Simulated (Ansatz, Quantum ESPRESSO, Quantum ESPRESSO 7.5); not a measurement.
**F-SiSi-F chair, 1 layer: biaxial strain by an ASE script**

Aim: band edges, gap and stiffness of F-SiSi-F chair, 1 layer under biaxial strain.

Calculated with Quantum ESPRESSO 7.5; plane-wave DFT, PBE, GBRV ultrasoft pseudopotentials (geometry by Ansatz 0.2.0 with PAW datasets; geometry under PBE).

**1. Starting point**

The cell holds 4 atoms: 2 F and 2 Si. Its edges and angles: a = 3.663 Å, b = 3.663 Å, c = 19.100 Å, α = 90.0°, β = 90.0°, γ = 120.0°. Vacuum lies along c.

This sheet is a model structure: its symmetry is held, and its stability is not tested here.

**2. Geometry from Ansatz**

A relaxation in Ansatz fixes the structure of this slab for the runs on it.

Input file input.yaml:

```yaml
crystal:
  lattice:
    - [3.663, 0.0, 0.0]
    - [-1.8315, 3.1722510541, 0.0]
    - [0.0, 0.0, 19.1]
  atoms:
    - { symbol: F, position: [0.6666666667, 0.3333333333, 0.3926701571] }
    - { symbol: Si, position: [0.6666666667, 0.3333333333, 0.4806282723] }
    - { symbol: Si, position: [0.3333333333, 0.6666666667, 0.5193717277] }
    - { symbol: F, position: [0.3333333333, 0.6666666667, 0.6073298429] }
kpoints:
  mp_grid: { grid: [12, 12, 1] }
hamiltonian:
  xc: pbe
scf:
  occupations: { method: fermi_dirac, width: 0.05 }
  convergence: { dr2_threshold: 1.0e-08 }
efield:
  axis: 3
  dipole_correction: true
  ramp_position: 0.97
  ramp_width: 0.04
relax:
  f_tol: 0.01
  cell: { fix: [c, alpha, beta] }
output:
  write_potential: true
  write_density: true
  volumetric_format: npy
```

On the command line:

```
$ ansatz run input.yaml --threads 2 --pin off --max-ram 4096MiB --backend cpu --events-out ev --progress --plain --runs-dir out
```

Numbers of over 12 decimals in the logs are rounded to 6 here.

What it wrote:

```text
Warning: relax.cell: scf.convergence.dr2_threshold = 1e-8 eV is looser than the 4e-10 eV advised for a relaxation that steers and ends on the stress (1e-10 eV for each atom of the cell: 4). What an SCF threshold leaves in a stress goes as its square root, and in the free energy as the threshold itself, and one threshold admits the most on a small cell: [figures from the program's tests cut] Set scf.convergence.dr2_threshold to 4e-10 eV or tighter. The threshold is an SCF's pass mark: one that does not reach it within its budget of iterations ends unconverged, or closes short of it on a stop that the run arms, and scf.convergence.dr2_threshold's page says what that costs each kind of run
Engine: ansatz 0.2.0, x86_64-unknown-linux-gnu
Pseudopotentials: kind: paw
Pseudopotential: F, paw, valence charge 7, recommended cutoff 420 eV (normal), F.paw.azcp
Pseudopotential: Si, paw, valence charge 4, recommended cutoff 420 eV (normal), Si.paw.azcp
Functional definition: PBE
  parameter kappa = 0.804
  parameter beta = 0.066725
  exchange = pbe_x(kappa = kappa, mu = beta*pi^2/3)
  correlation = pbe_c(beta = beta)
Crystal: 4 atoms, lattice volume = 221.941 Å³
Basis set: ecut = 420 eV, 4323 PW (Γ), exchange–correlation on 50×50×256 points (8 copies of the dense FFT grid, shifted against one another)
Bands: 15, of which v1, the nominal top of the filled ones, is band 11 counted from 1 (10 counted from 0)
Symmetry: 6 space group operations
k-points: 19 of 144 (time reversal used)
Non-local potential: F, projectors of the file, l = 0: 2, l = 1: 2, l = 2: 1
Non-local potential: Si, projectors of the file, l = 0: 2, l = 1: 2, l = 2: 2
PAW form: soft (Blöchl's): semilocal exchange-correlation on the pseudo side does not see the compensation charge
PAW one-centre angular grid: F, 110 points (default); XC on 64 Gauss nodes
PAW one-centre angular grid: Si, 110 points (default); XC on 64 Gauss nodes
Initial density: superposition of atomic densities (neutral atoms: chi_scale 0, normalization atom), corrected by the library's trained network
Initial wavefunctions: pseudopotential atomic-orbital guess
Functional: x = pbe(κ = 0.804, μ = 0.219515), c = pbe(β = 0.066725)
SCF iter   1: F=—  HF=-2889.117567 eV  |F-HF|=—  |Δ(HF+E_count)|=         —  Δρ=2.83e-3  dr2=2.04e-2  ethr=1.77e-3  p=0.000 e·Å  D=2.62e-4 V/Å  ΔV_dip=-0.01 eV  dr2_dipole=9.15e-8  V_vac-E_F(+/−)=6.24/6.25 eV  ⟨swp⟩=8.5  Hψ=2169  notcnv=0
efield: sawtooth ramp at fractional position 0.9700 (set: `efield.ramp_position`, or a place that a band, a saddle search or an elastic batch's reference lends), width 0.0400; the density the first Hamiltonian is built on has a dipole p = 0.000 e·Å; the dipole correction subtracts the counter field D = 2.62e-4 V/Å, which shifts the + side's vacuum level by -0.01 eV against the − side's; the planar-averaged density in the ramp window peaks in size at 2.1e-5 e/Å³
preconditioner: auto → none  [insulator: Δε(μ)=0.185 eV  Ē_g=9.767 eV  σ=0.050 eV  W_gap=0.71  n_scr=10 (ndim 8)  ℏωp=10.6 eV  f_vac=0.673  D(μ)=0.10/eV (n_scr^D=0)  ε∞_Penn≈2.2]
SCF iter   2: F=—  HF=-2889.113611 eV  |F-HF|=—  |Δ(HF+E_count)|=   3.96e-3  Δρ=1.11e-3  dr2=3.47e-3  ethr=9.27e-5  p=0.000 e·Å  D=6.89e-5 V/Å  ΔV_dip=-0.00 eV  dr2_dipole=4.00e-10  V_vac-E_F(+/−)=6.47/6.47 eV  ⟨swp⟩=2.9  Hψ=657  notcnv=0
SCF iter   3: F=—  HF=-2889.114122 eV  |F-HF|=—  |Δ(HF+E_count)|=   5.10e-4  Δρ=6.33e-4  dr2=5.72e-4  ethr=1.58e-5  p=0.000 e·Å  D=1.26e-4 V/Å  ΔV_dip=-0.00 eV  dr2_dipole=1.69e-7  V_vac-E_F(+/−)=6.64/6.64 eV  ⟨swp⟩=2.5  Hψ=506  notcnv=0
SCF iter   4: F=—  HF=-2889.114171 eV  |F-HF|=—  |Δ(HF+E_count)|=   4.96e-5  Δρ=2.53e-4  dr2=1.26e-4  ethr=2.60e-6  p=-0.000 e·Å  D=-1.01e-4 V/Å  ΔV_dip=0.00 eV  dr2_dipole=1.80e-7  V_vac-E_F(+/−)=6.65/6.65 eV  ⟨swp⟩=2.0  Hψ=515  notcnv=0
SCF iter   5: F=—  HF=-2889.114199 eV  |F-HF|=—  |Δ(HF+E_count)|=   2.83e-5  Δρ=5.25e-5  dr2=5.02e-6  ethr=5.71e-7  p=0.000 e·Å  D=6.79e-5 V/Å  ΔV_dip=-0.00 eV  dr2_dipole=5.15e-8  V_vac-E_F(+/−)=6.66/6.67 eV  ⟨swp⟩=2.5  Hψ=494  notcnv=0
SCF iter   6: F=—  HF=-2889.113788 eV  |F-HF|=—  |Δ(HF+E_count)|=   4.11e-4  Δρ=3.87e-5  dr2=5.00e-6  ethr=2.28e-8  p=-0.000 e·Å  D=-2.24e-4 V/Å  ΔV_dip=0.00 eV  dr2_dipole=7.98e-7  V_vac-E_F(+/−)=6.67/6.67 eV  ⟨swp⟩=2.3  Hψ=550  notcnv=0
SCF iter   7: F=—  HF=-2889.113789 eV  |F-HF|=—  |Δ(HF+E_count)|=   5.75e-7  Δρ=7.13e-6  dr2=6.36e-8  ethr=2.27e-8  p=0.000 e·Å  D=3.96e-6 V/Å  ΔV_dip=-0.00 eV  dr2_dipole=6.66e-11  V_vac-E_F(+/−)=6.67/6.67 eV  ⟨swp⟩=2.2  Hψ=415  notcnv=0
SCF iter   8: F=-2889.113789 eV  HF=-2889.113789 eV  |F-HF|=5.77e-10  |Δ(HF+E_count)|=   3.09e-8  Δρ=1.15e-6  dr2=2.69e-9  ethr=4.55e-11  p=0.000 e·Å  D=2.10e-6 V/Å  ΔV_dip=-0.00 eV  dr2_dipole=8.58e-11  V_vac-E_F(+/−)=6.67/6.67 eV  ⟨swp⟩=10.1  Hψ=2054  notcnv=0
SCF 1 converged in 8 iterations: F = -2889.113789 eV  dr2 = 2.69e-9
  greatest PAW one-centre occupation: 0.932 electrons in one spin orbital (limit 2), on the F atom at site 0 (counted from 0), in its partial waves of l = 0
relax step   1: F+E_penalty+E_count = -2889.11378883 eV  Δ(F+E_penalty+E_count) = +0.000e0 eV  max|allowed force component| = 2.170e0 eV/Å  Δτ_max = 0.0000 Å  P = +1.673 GPa  Ω = 221.941 Å³  fix = [c, alpha, beta]  reactions: c -3.000 GPa  (8 SCF iters, accepted)
Crystal: 4 atoms, lattice volume = 243.641 Å³
Basis set: ecut = 420 eV, 4755 PW (Γ), exchange–correlation on 50×50×256 points (8 copies of the dense FFT grid, shifted against one another)
Initial density: handed on by an earlier stage of this run
Initial wavefunctions: those handed on with the density
iter 1 solved again at ethr=2.26e-4 eV; its pass at ethr=3.10e-3 eV (dr2=4.97e-2 eV) is discarded
SCF iter   1: F=—  HF=-2889.469467 eV  |F-HF|=—  |Δ(HF+E_count)|=         —  Δρ=6.76e-3  dr2=5.02e-2  ethr=2.26e-4  p=-0.000 e·Å  D=-3.33e-7 V/Å  ΔV_dip=0.00 eV  dr2_dipole=6.98e-12  V_vac-E_F(+/−)=6.32/6.32 eV  ⟨swp⟩=1.6  Hψ=2435  notcnv=0
efield: sawtooth ramp at fractional position 0.9700 (set: `efield.ramp_position`, or a place that a band, a saddle search or an elastic batch's reference lends), width 0.0400; the density the first Hamiltonian is built on has a dipole p = -0.000 e·Å; the dipole correction subtracts the counter field D = -3.33e-7 V/Å, which shifts the + side's vacuum level by +0.00 eV against the − side's; the planar-averaged density in the ramp window peaks in size at 1.8e-6 e/Å³
[...]
relax step   5: F+E_penalty+E_count = -2889.52336307 eV  Δ(F+E_penalty+E_count) = -1.201e-3 eV  max|allowed force component| = 2.265e-3 eV/Å  Δτ_max = 0.0082 Å  P = -0.054 GPa  Ω = 252.846 Å³  energy of the carried Pulay correction = -2.055e-2 eV  fix = [c, alpha, beta]  reactions: c -0.155 GPa  (7 SCF iters, accepted)
[...]
relax step   6: F+E_penalty+E_count = -2889.58566135 eV  Δ(F+E_penalty+E_count) = -6.230e-2 eV  max|allowed force component| = 9.493e-3 eV/Å  Δτ_max = 0.0000 Å  P = +0.338 GPa  Ω = 252.846 Å³  fix = [c, alpha, beta]  reactions: c +0.015 GPa  stress off target by 4.99e-1 GPa on what of the cell is left free  SCF on the basis re-selected at this cell (its energy is not comparable with the rows above)  (6 SCF iters)
[...]
relax step   7: F+E_penalty+E_count = -2889.59189848 eV  Δ(F+E_penalty+E_count) = -6.237e-3 eV  max|allowed force component| = 3.656e-2 eV/Å  Δτ_max = 0.0072 Å  P = +0.147 GPa  Ω = 257.369 Å³  energy of the carried Pulay correction = -3.194e-3 eV  fix = [c, alpha, beta]  reactions: c +0.084 GPa  (7 SCF iters, accepted)
[...]
relax step   8: F+E_penalty+E_count = -2889.59082354 eV  Δ(F+E_penalty+E_count) = +1.075e-3 eV  max|allowed force component| = 3.075e-3 eV/Å  Δτ_max = 0.0034 Å  P = -0.023 GPa  Ω = 260.428 Å³  energy of the carried Pulay correction = -5.636e-3 eV  fix = [c, alpha, beta]  reactions: c +0.001 GPa  (6 SCF iters, accepted)
iter 1 solved again at ethr=7.49e-7 eV; its pass at ethr=3.10e-3 eV (dr2=1.65e-4 eV) is discarded
SCF iter   1: F=—  HF=-2889.596624 eV  |F-HF|=—  |Δ(HF+E_count)|=         —  Δρ=1.58e-4  dr2=9.78e-6  ethr=7.49e-7  p=0.000 e·Å  D=1.79e-6 V/Å  ΔV_dip=-0.00 eV  dr2_dipole=2.60e-10  V_vac-E_F(+/−)=6.07/6.08 eV  ⟨swp⟩=3.3  Hψ=2969  notcnv=0
efield: sawtooth ramp at fractional position 0.9700 (set: `efield.ramp_position`, or a place that a band, a saddle search or an elastic batch's reference lends), width 0.0400; the density the first Hamiltonian is built on has a dipole p = 0.000 e·Å; the dipole correction subtracts the counter field D = 1.79e-6 V/Å, which shifts the + side's vacuum level by -0.00 eV against the − side's; the planar-averaged density in the ramp window peaks in size at 3.2e-6 e/Å³
preconditioner: auto → none  [insulator: Δε(μ)=0.684 eV  Ē_g=9.725 eV  σ=0.050 eV  W_gap=1.00  n_scr=10 (ndim 8)  ℏωp=9.8 eV  f_vac=0.695  D(μ)=0.00/eV (n_scr^D=0)  ε∞_Penn≈2.0]
SCF iter   2: F=—  HF=-2889.596925 eV  |F-HF|=—  |Δ(HF+E_count)|=   3.02e-4  Δρ=6.82e-5  dr2=4.14e-6  ethr=4.44e-8  p=-0.000 e·Å  D=-7.71e-6 V/Å  ΔV_dip=0.00 eV  dr2_dipole=3.05e-10  V_vac-E_F(+/−)=6.08/6.07 eV  ⟨swp⟩=2.0  Hψ=491  notcnv=0
SCF iter   3: F=—  HF=-2889.596983 eV  |F-HF|=—  |Δ(HF+E_count)|=   5.81e-5  Δρ=4.03e-5  dr2=9.99e-7  ethr=1.88e-8  p=0.000 e·Å  D=2.67e-6 V/Å  ΔV_dip=-0.00 eV  dr2_dipole=4.38e-10  V_vac-E_F(+/−)=6.07/6.07 eV  ⟨swp⟩=2.2  Hψ=468  notcnv=0
SCF iter   4: F=—  HF=-2889.597016 eV  |F-HF|=—  |Δ(HF+E_count)|=   3.26e-5  Δρ=3.92e-6  dr2=1.34e-8  ethr=4.54e-9  p=-0.000 e·Å  D=-8.04e-6 V/Å  ΔV_dip=0.00 eV  dr2_dipole=3.21e-10  V_vac-E_F(+/−)=6.07/6.07 eV  ⟨swp⟩=2.0  Hψ=479  notcnv=0
SCF iter   5: F=—  HF=-2889.597017 eV  |F-HF|=—  |Δ(HF+E_count)|=   1.49e-6  Δρ=2.03e-6  dr2=1.35e-8  ethr=4.55e-11  p=0.000 e·Å  D=8.33e-6 V/Å  ΔV_dip=-0.00 eV  dr2_dipole=1.81e-9  V_vac-E_F(+/−)=6.07/6.07 eV  ⟨swp⟩=12.3  Hψ=2316  notcnv=0
SCF iter   6: F=-2889.597017 eV  HF=-2889.597017 eV  |F-HF|=5.01e-8  |Δ(HF+E_count)|=   7.24e-8  Δρ=5.61e-7  dr2=5.64e-10  ethr=4.55e-11  p=-0.000 e·Å  D=-4.86e-6 V/Å  ΔV_dip=0.00 eV  dr2_dipole=4.78e-11  V_vac-E_F(+/−)=6.07/6.07 eV  ⟨swp⟩=6.7  Hψ=1884  notcnv=0
SCF 9 converged in 6 iterations: F = -2889.597017 eV  dr2 = 5.64e-10
relax step   9: F+E_penalty+E_count = -2889.59701748 eV  Δ(F+E_penalty+E_count) = -6.194e-3 eV  max|allowed force component| = 1.891e-3 eV/Å  Δτ_max = 0.0000 Å  P = -0.007 GPa  Ω = 260.428 Å³  fix = [c, alpha, beta]  reactions: c -0.004 GPa  stress off target by 8.78e-3 GPa on what of the cell is left free  SCF on the basis re-selected at this cell (its energy is not comparable with the rows above)  (6 SCF iters)
basis re-selected at this cell: Δ(F+E_penalty+E_count) = -6.194e-3 eV, ΔP = +0.016 GPa vs the last step (what re-selecting the basis moved, of the pressure what is left beyond the Pulay correction that the steps carried, after the strain that the cell walked since its last selection, with what the two solves' SCF thresholds leave and, on support functions, any second-order correction that the steps lacked; it is no m [...]
WARN: The output density's exchange-correlation potential varies sharply where the density is thin. Do not read a vacuum level from v_tot or v_xc, or from such a field of the output density. On a cell that repeats whose density bears no net charge and no dipole along the vacuum's axis use v_es (v_loc + v_h of the components); under efield.dipole_correction with no amplitude use v_es + v_field, which holds any externa [...]
SCF converged after 6 iterations
Free energy (F): -2889.597017 eV
Harris-Foulkes:  -2889.597017 eV  (|F-HF|=5.01e-8)
Internal energy: -2889.596998 eV  (E = F + TS)
E sigma→0 (E₀):  -2889.597008 eV
Entropy (-TS):   -0.000019 eV (-0.005 meV/atom)
Fermi energy:    -3.389007 eV
Dipole field:    D = 0.000003 V/Å  (p = 0.000005 e·Å, saw-weighted, corrected)
Work function:   Φ+ = 6.0746 eV   Φ− = 6.0747 eV
Levels:          The Fermi level and band energies are counted from a zero that moves with the ramp; work functions are not
--- Per-component energies (eV) ---
  E_band       = -275.855513
  E_kinetic    = 494.768162
  E_local      = -6714.347260  (includes V_loc(G=0)·N_el)
  E_nonlocal   = 197.114382
  E_hartree    = 3090.120012
  E_xc         = -269.072181
  E_vxc        = -296.753502  (∫ρ·V_xc dr)
  E_paw        = -1426.365147  (= ΣΔE_a)
  E_vpaw       = -136.881174  (= ΣTr[D̂ρ^β])
  E_aug_tail   = 0.004127  (compensation charges beyond the density's cutoff)
  E_efield     = 0.000000  (sawtooth field / dipole correction)
  E_vefield    = -0.000014  (∫n·V_field dr)
  E_ewald      = 1738.180907
  E_smearing   = -0.000019  (= −TS)
  E_closure    = -0.000000  (closes the sum)
  Σ components = -2889.597017   (vs F -2889.597017, Δ=0.00e0)
--- Forces (eV/Å), atoms counted from 1 ---
  atom   1  F      0.00000000     0.00000000     0.00189029
  atom   2  Si     0.00000000     0.00000000    -0.00062081
  atom   3  Si     0.00000000    -0.00000000     0.00061425
  atom   4  F      0.00000000    -0.00000000    -0.00188633
  max |Σ_I F_I| component: 2.60e-6 eV/Å
--- Stress (GPa, compression-positive) ---
       -0.008780       0.000000      -0.000000
       -0.000000      -0.008780       0.000000
       -0.000000       0.000000      -0.004217
  P = ⅓ Tr σ = -0.0073 GPa (-0.073 kbar)
--- Band table (eV; the first three rows and the last of 19) ---
  k-point 0: bands = [... 7 lower, -8.7585, -8.7585, -3.7541, -3.7541, -3.0698, -0.0963, -0.0472, -0.0472]
  k-point 1: bands = [... 7 lower, -8.7608, -8.7458, -4.3359, -3.8743, -2.7821, -0.2109, 0.2295, 0.3615]
  k-point 2: bands = [... 7 lower, -8.7678, -8.7114, -5.2869, -4.1461, -2.4270, -0.5382, 0.9649, 1.3997]
  k-point 18: bands = [... 7 lower, -8.9561, -7.9835, -7.9835, -6.2078, 0.6645, 0.6645, 2.4662, 2.4678]
--- Relaxed structure (7 steps of the walk, 7 accepted, 2 SCFs on fresh bases) ---
  F+E_penalty+E_count = -2889.59701748 eV   max|allowed force component| = 1.891e-3 eV/Å   (the final SCF, on the basis selected at the relaxed cell)
  cell:  # Å, volume = 260.4276 Å³
    - [3.967907, 0.0, 0]
    - [-1.983953, 3.436308, 0]
    - [0, 0, 19.1]
  atoms:
    - { symbol: F, position: [0.666667, 0.333333, 0.396455] }
    - { symbol: Si, position: [0.666667, 0.333333, 0.481668] }
    - { symbol: Si, position: [0.333333, 0.666667, 0.518332] }
    - { symbol: F, position: [0.333333, 0.666667, 0.603545] }
```

It took 23 s on 2 threads of Intel Xeon Platinum 8375C at 2.90GHz (Ice Lake), shared host; peak memory 0.51 GiB.

The steps of the relaxation:

```
step  energy less that of the first step (eV)  largest force component (eV/Å)  pressure (GPa)  volume (Å³)
   1                                   0.0000                          2.1701            1.67       221.94
   2                                  -0.3459                          1.2774            0.28       243.64
   3                                  -0.4075                          0.2592           -0.21       252.03
   4                                  -0.4084                          0.0903            0.01       253.47
   5                                  -0.4096                          0.0023           -0.05       252.85
  6*                                  -0.4719                          0.0095            0.34       252.85
   7                                  -0.4781                          0.0366            0.15       257.37
   8                                  -0.4770                          0.0031           -0.02       260.43
  9*                                  -0.4832                          0.0019           -0.01       260.43
```

Relaxation steps marked * repeat the geometry before them on a plane-wave basis chosen anew for their cell, so energy and pressure can jump there.

```
cell as run  before  after  change
      a (Å)   3.663  3.968  +8.3 %
      b (Å)   3.663  3.968  +8.3 %
```

The atoms that moved most (Å, along periodic axes as changes of fractional coordinates times the final cell, across vacuum about the mean position):

```
atom     dx     dy      dz  length
  F4  0.000  0.000  -0.072   0.072
  F1  0.000  0.000   0.072   0.072
 Si2  0.000  0.000   0.020   0.020
 Si3  0.000  0.000  -0.020   0.020
```

Final coordinates:

```xyz
4
Lattice="3.9679 0.0000 0.0000 -1.9840 3.4363 0.0000 0.0000 0.0000 19.1000" Properties=species:S:1:pos:R:3
F     1.9840    1.1454    7.5723
Si    1.9840    1.1454    9.1999
Si    0.0000    2.2909    9.9001
F     0.0000    2.2909   11.5277
```

This step gave:

```
free energy                                                      : -2889.5970 eV
Fermi energy                                                     : -3.389 eV
gap by band count                                                : 0.6842 eV
symmetry operations                                              : 6
dipole along the normal                                          : 4.73e-6 e·Å
vacuum level at the upper face over a Fermi level inside the gap : 6.075 eV
vacuum level at the lower face over a Fermi level inside the gap : 6.075 eV
```

(Continued in part 2 of 2.)

[Logs are printed without paths, hosts, clocks, repeated set-up lines and the standing remarks that a program may print on its own settings, such as how far it seeks lower states.]

[Hosts, paths, dates, database ids (printed as entryN), source tags and the programs' standing remarks are cut or masked in the printed files.]

[Maps of the electrostatic potential energy from Ansatz leave out the sawtooth potential of an applied field or a dipole correction, so their vacuum need not be flat; planar profiles and work functions include it.]
